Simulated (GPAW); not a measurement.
# Surface energy and work function of W(100) from slabs of 4 to 14 layers (PBE)

How do energy and work function of W(100) films settle with thickness, and what surface energy follows?

Set-up. GPAW 26.7.0, plane waves at 450 eV with PAW setups; symmetric 1×1 slabs cut at the tabulated lattice constant (two decimals; low-temperature values for the alkali metals), atoms at bulk places, 7.5 Å of vacuum on each side, one in-plane mesh for all thicknesses, Fermi-Dirac smearing of 0.1 eV. Energies are extrapolated to zero smearing and count from the program's reference atoms. Functional PBE. The cell's area is 9.986 Å².

The runs, one held back:

| layers | energy (eV) | work function (eV) |
| --- | --- | --- |
| 4 | −40.9307 | 4.18 |
| 5 | −52.5767 | 4.24 |
| 6 | −64.1640 | 4.21 |
| 7 | −75.7485 | 4.21 |
| 8 | −87.2969 | 4.22 |
| 9 | −98.8816 | 4.22 |
| 10 | −110.4546 | 4.23 |
| 11 | −122.0289 | 4.22 |
| 12 | −133.5992 | 4.23 |
| 14 | ? | ? |

Q: What surface energy do these runs give, and what energy and work function should the 14-layer slab have?

A: A slab of n layers has E(n) = nε + 2Aγ once its middle is bulk-like. A line through n = 6 to 12 has the slope ε = −11.5723 eV a layer and the intercept 2Aγ = 5.2686 eV (r.m.s. residual 6.5 meV). So γ = 5.2686 / (2 × 9.986 Å²) = 0.2638 eV/Å² = 4.23 J/m², with a standard error of about 0.01 J/m² from the scatter about the line. For 14 layers: 5.2686 + 14 × (−11.5723) = −156.743 eV; the run gives −156.745 eV, 1.7 meV under the line. The work function has no such law: from 6 to 12 layers it moves between 4.21 and 4.23 eV (mean 4.22), and the 14-layer slab gives 4.22 eV. The thinnest slab, 4 layers, lies −0.04 eV from that mean. The measured value for this face is 4.65 eV (“Anisotropic work function of elemental crystals” (2019, arxiv:1902.07811)), for a face that reconstructs.

**Limits.** The surfaces are unrelaxed, so γ is an upper bound for this functional and lattice constant. The tabulated lattice constant isn't the functional's own, which strains the slab a little. Spin-orbit coupling is left out.
